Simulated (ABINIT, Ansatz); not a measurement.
## CaAgH3 (Pm-3m): zone-centre phonons

Aim: the zone-centre modes of CaAgH3 (Pm-3m).

Method: DFT LDA, scalar-relativistic, plane waves, PseudoDojo norm-conserving pseudopotentials, in ABINIT 10.8.3.

Report form: the programs' logs are mostly left out.

The structure was built from a prototype and need not be the compound's stable phase.

**1. Starting point**

Symmetry: Pm-3m, No. 221, cubic system. The conventional cell has a = 4.006 Å, b = 4.006 Å, c = 4.006 Å, α = 90.00°, β = 90.00°, γ = 90.00°. Nearest to Ag lie 12 H at 2.83 Å. Nearest to Ca lie 6 H at 2.00 Å. H has 2 Ca at 2.00 Å nearest. Farther neighbours are not listed.

**2. Relaxation**

The harmonic expansion needs vanishing forces, and a free crystal bears no stress, so cell and atoms are brought to rest. Stress is more sensitive to the basis than forces are: the last 3 Ha under the cutoff are smoothed with ecutsm, and the cutoff is raised above that of the later runs.

The starting cell comes from a relaxation made beforehand in Ansatz (LDA, PseudoDojo NC).

relax.abi

```
# relaxation
ionmov 2
optcell 2
dilatmx 1.08
ntime 40
tolmxf 1.0d-05
tolvrs 1.0d-14
prtwf 0
prtden 0
chksymtnons 0

# basis, mesh and filling
ecut 48.0
ecutsm 3.0
ngkpt 6 6 6
nshiftk 1
shiftk 0.0 0.0 0.0
istwfk *1
occopt 7
tsmear 0.001
nband 24
nstep 100
diemac 9.0
prtebands 0
prtgsr 0
useylm 1

# cell and atoms
acell 3*1.0 Angstrom
rprim 
    4.005884132 0.0 0.0
    0.0 4.005884132 0.0
    0.0 0.0 4.005884132
ntypat 3
znucl 47 20 1
natom 5
typat 1 2 3 3 3
xred 
    0.0 0.0 0.0
    0.5 0.5 0.5
    0.5 0.5 0.0
    0.5 0.0 0.5
    0.0 0.5 0.5
pp_dirpath "./pseudo"
pseudos "Ag.upf, Ca.upf, H.upf"
```

Command:

```console
$ OMP_NUM_THREADS=1 mpirun -n 4 abinit relax.abi > relax.log
```

Run time: 1.9 min. Hardware: 4 MPI ranks of Arm Neoverse V1, shared host.

Little changed from the start: no atom moved by 0.005 Å and no cell edge by 0.1 %.

Read from the output:

- volume per atom: 12.85 Å³
- pressure: 5.07e-6 GPa
- gap on the k-mesh: 0 eV

**3. Self-consistent run for the response**

The response is built on these wavefunctions, so the potential is converged far more tightly than an energy would need. Occupations are smeared.

gs.abi

```
# ground state
tolvrs 1.0d-16
prtden 1
prtwf 1

# basis, mesh and filling
ecut 39.0
ngkpt 6 6 6
nshiftk 1
shiftk 0.0 0.0 0.0
istwfk *1
occopt 7
tsmear 0.001
nband 24
nstep 100
diemac 9.0
prtebands 0
prtgsr 0
useylm 1

# cell and atoms
acell 3*1.0 Angstrom
rprim 
    4.005559506 0.0 0.0
    0.0 4.005559506 0.0
    0.0 0.0 4.005559506
ntypat 3
znucl 47 20 1
natom 5
typat 1 2 3 3 3
xred 
    0.0 0.0 0.0
    0.5 0.5 0.5
    0.5 0.5 0.0
    0.5 0.0 0.5
    0.0 0.5 0.5
pp_dirpath "./pseudo"
pseudos "Ag.upf, Ca.upf, H.upf"
```

Command:

```console
$ OMP_NUM_THREADS=1 mpirun -n 4 abinit gs.abi > gs.log
```

Wall time 32 s (4 MPI ranks).

Numbers from this step:

| Quantity | Value |
| --- | --- |
| pressure | -0.1869 GPa |

The cell stands at -0.19 GPa: the relaxation ran with a smoothed and higher cutoff, and the difference is a stress of the finite basis.

**4. Zone-centre response**

At q = 0 one unit cell holds all displacements. The response is solved for single atoms along the cell's directions, and symmetry skips those that follow from others. The crystal is treated as a metal, which screens a static field, so no field response is asked.

dfpt_gamma.abi

```

# common to the responses
getwfk_filepath "gso_WFK"
kptopt 2
nqpt 1
qpt 0.0 0.0 0.0
asr 0
chneut 0

# displacements
rfphon 1
rfatpol 1 5
rfdir 1 1 1
tolvrs 1.0d-10
prtwf 0

# basis, mesh and filling
ecut 39.0
ngkpt 6 6 6
nshiftk 1
shiftk 0.0 0.0 0.0
istwfk *1
occopt 7
tsmear 0.001
nband 24
nstep 100
diemac 9.0
prtebands 0
prtgsr 0
useylm 1

# cell and atoms
acell 3*1.0 Angstrom
rprim 
    4.005559506 0.0 0.0
    0.0 4.005559506 0.0
    0.0 0.0 4.005559506
ntypat 3
znucl 47 20 1
natom 5
typat 1 2 3 3 3
xred 
    0.0 0.0 0.0
    0.5 0.5 0.5
    0.5 0.5 0.0
    0.5 0.0 0.5
    0.0 0.5 0.5
pp_dirpath "./pseudo"
pseudos "Ag.upf, Ca.upf, H.upf"
```

Command:

```console
$ OMP_NUM_THREADS=1 mpirun -n 4 abinit dfpt_gamma.abi > dfpt_gamma.log
```

The job ended after 3.7 min (4 MPI ranks).

Numbers from this step:

```
largest acoustic frequency at the zone centre before the sum rule : -5.36 cm⁻¹
highest optical zone-centre mode (no LO-TO term)                  : 1704 cm⁻¹
lowest optical zone-centre mode                                   : -623.0 cm⁻¹
```

The acoustic modes at Γ come out as far as 5.4 cm⁻¹ from zero, where they should vanish, a small numerical error. The lowest optical mode is imaginary, 623i cm⁻¹, an instability at this level and on this k mesh.

**5. Modes with the sum rule**

anaddb reads the merged derivatives and imposes the acoustic sum rule.

anaddb.abi

```
ddb_filepath "gamma_DDB"
output_file "anaddb.abo"
outdata_prefix "anaddb"
asr 1
chneut 1
enunit 2
eivec 1
nph1l 1
qph1l 0.0 0.0 0.0 1.0
```

mrgddb.in

```
gamma_DDB
merged
2
dfpt_gammao_DDB
gso_DDB
```

Command:

```console
$ mrgddb < mrgddb.in > mrgddb.log
$ OMP_NUM_THREADS=1 anaddb anaddb.abi > anaddb.log
```

Run time: 0.51 s. Hardware: 1 thread.

This step gave:

- lowest optical zone-centre mode: -623.2 cm⁻¹

No LO-TO term; unit eigenvectors of the mass-weighted matrix, from anaddb's displacements. The modes at Γ (shares of kinetic energy by element, %) (negative means imaginary):

| mode | frequency (cm⁻¹) | symmetry | Ag % | Ca % | H % |
| --- | --- | --- | --- | --- | --- |
| 1 | -623.2 | T2u | 0 | 0 | 100 |
| 2 | -623.2 | T2u | 0 | 0 | 100 |
| 3 | -623.2 | T2u | 0 | 0 | 100 |
| 4 | -613.0 | T1u | 2 | 0 | 98 |
| 5 | -613.0 | T1u | 2 | 0 | 98 |
| 6 | -613.0 | T1u | 2 | 0 | 98 |
| 7 | 0.0 | acoustic | 71 | 27 | 2 |
| 8 | 0.0 | acoustic | 71 | 27 | 2 |
| 9 | 0.0 | acoustic | 71 | 27 | 2 |
| 10 | 108.8 | T1u | 27 | 71 | 2 |
| 11 | 108.8 | T1u | 27 | 71 | 2 |
| 12 | 108.8 | T1u | 27 | 71 | 2 |
| 13 | 1704.1 | T1u | 0 | 2 | 98 |
| 14 | 1704.1 | T1u | 0 | 2 | 98 |
| 15 | 1704.1 | T1u | 0 | 2 | 98 |

Displacements in mode 2 (-623.2 cm⁻¹), the largest set to 1:
```
Ag1  0.00  0.00  0.00
Ca2  0.00  0.00  0.00
H3   0.00  0.00  0.00
H4   0.00  0.00 -1.00
H5   0.00  0.00  1.00
```

Displacements in mode 13 (1704.1 cm⁻¹), the largest set to 1:
```
Ag1  0.00  0.00  0.00
Ca2  0.00  0.00  0.02
H3   0.00  0.00 -1.00
H4   0.00  0.00  0.01
H5   0.00  0.00  0.01
```

The rule moves no optical mode by more than 0.2 cm⁻¹.

**6. The same in Ansatz**

A second program on the same cell, potentials, cutoff and meshes tests the implementation of the phonon response, not its convergence.

This step: DFT LDA, scalar-relativistic, plane waves, PseudoDojo norm-conserving pseudopotentials (Ansatz 0.2.0).

input.yaml

```yaml
crystal:
  lattice:
    - [4.0055595064, 0.0, 0.0]
    - [0.0, 4.0055595064, 0.0]
    - [0.0, 0.0, 4.0055595064]
  atoms:
    - { symbol: Ag, position: [0.0, 0.0, 0.0] }
    - { symbol: Ca, position: [0.5, 0.5, 0.5] }
    - { symbol: H, position: [0.5, 0.5, 0.0] }
    - { symbol: H, position: [0.5, 0.0, 0.5] }
    - { symbol: H, position: [0.0, 0.5, 0.5] }
kpoints:
  mp_grid: { grid: [6, 6, 6] }
hamiltonian:
  xc: lda
  pseudopotentials: { kind: nc, accuracy: standard }
scf:
  occupations: { method: gaussian, width: 0.02721 }
output:
  eigenvalues: true
basis:
  ecutwfc: 1061.244
phonons:
  method: dfpt
```

Command:

```console
$ ansatz run input.yaml --threads 4 --pin off --max-ram 8192MiB --backend cpu --events-out ev --progress --plain --runs-dir out
```

Wall time 35 s (4 threads); peak memory 1.1 GiB.

Read from the output:

- sum-rule residual before enforcement: 2.44e-4 eV/Å²
- lowest optical zone-centre mode: -623.3 cm⁻¹

**7. Side by side: ABINIT PseudoDojo and Ansatz, PseudoDojo**

Numbers from this step:

```yaml
root_mean_square_difference: 0.11 cm⁻¹
largest_difference: 0.17 cm⁻¹
```

The 12 of 12 modes that differ most. Frequencies side by side:

| q (reciprocal lattice) | mode | ABINIT PseudoDojo (cm⁻¹) | Ansatz, PseudoDojo (cm⁻¹) |
| --- | --- | --- | --- |
| 0 0 0 | 1 | -623.2 | -623.3 |
| 0 0 0 | 2 | -623.2 | -623.3 |
| 0 0 0 | 3 | -623.2 | -623.3 |
| 0 0 0 | 4 | -613 | -613.1 |
| 0 0 0 | 5 | -613 | -613.1 |
| 0 0 0 | 6 | -613 | -613.1 |
| 0 0 0 | 10 | 108.8 | 108.8 |
| 0 0 0 | 11 | 108.8 | 108.8 |
| 0 0 0 | 12 | 108.8 | 108.8 |
| 0 0 0 | 13 | 1704 | 1704 |
| 0 0 0 | 14 | 1704 | 1704 |
| 0 0 0 | 15 | 1704 | 1704 |

At the zone centre the largest difference (acoustic modes at Γ apart) is 0.010 % of the highest mode.

**8. Results**

```json
{"space group after relaxation": "Pm-3m", "volume per atom": "12.9 Å³", "highest optical zone-centre mode (no LO-TO term)": "1704 cm⁻¹", "lowest optical zone-centre mode": "-623.2 cm⁻¹", "imaginary optical modes at the zone centre (no q mesh in this session)": "yes", "largest difference from Ansatz, PseudoDojo": "0.17 cm⁻¹"}
```

In words: At the LDA level the optical modes of CaAgH3 (Pm-3m) at the zone centre run from 623i to 1704 cm⁻¹, so the structure is a saddle point, with 6 modes beyond 10i cm⁻¹ there. ABINIT PseudoDojo and Ansatz, PseudoDojo agree to 0.17 cm⁻¹ (0.010 % of the highest mode compared) on all solved modes but the acoustic ones at Γ, without the LO-TO term. These are harmonic frequencies at zero temperature: anharmonic shifts and linewidths and thermal expansion are left out. Ansatz warns that the cutoff lies 9 % under the one recommended for these files; agreement at one cutoff is not convergence. The gap is closed at this level, which can be the usual underestimate of semilocal functionals and leaves polar modes without their LO-TO splitting; the narrow smearing kept for a small-gap crystal asks for a denser k mesh than was used. The structure is a hypothetical one, built on a prototype.

[Host names and launcher messages were left out of these logs when they were recorded.]

[Logs are printed without paths, hosts, clocks, repeated set-up lines and the standing remarks that a program may print on its own settings, such as how far it seeks lower states.]

[Hosts, paths, dates, database ids (printed as entryN), source tags and the programs' standing remarks are cut or masked in the printed files.]
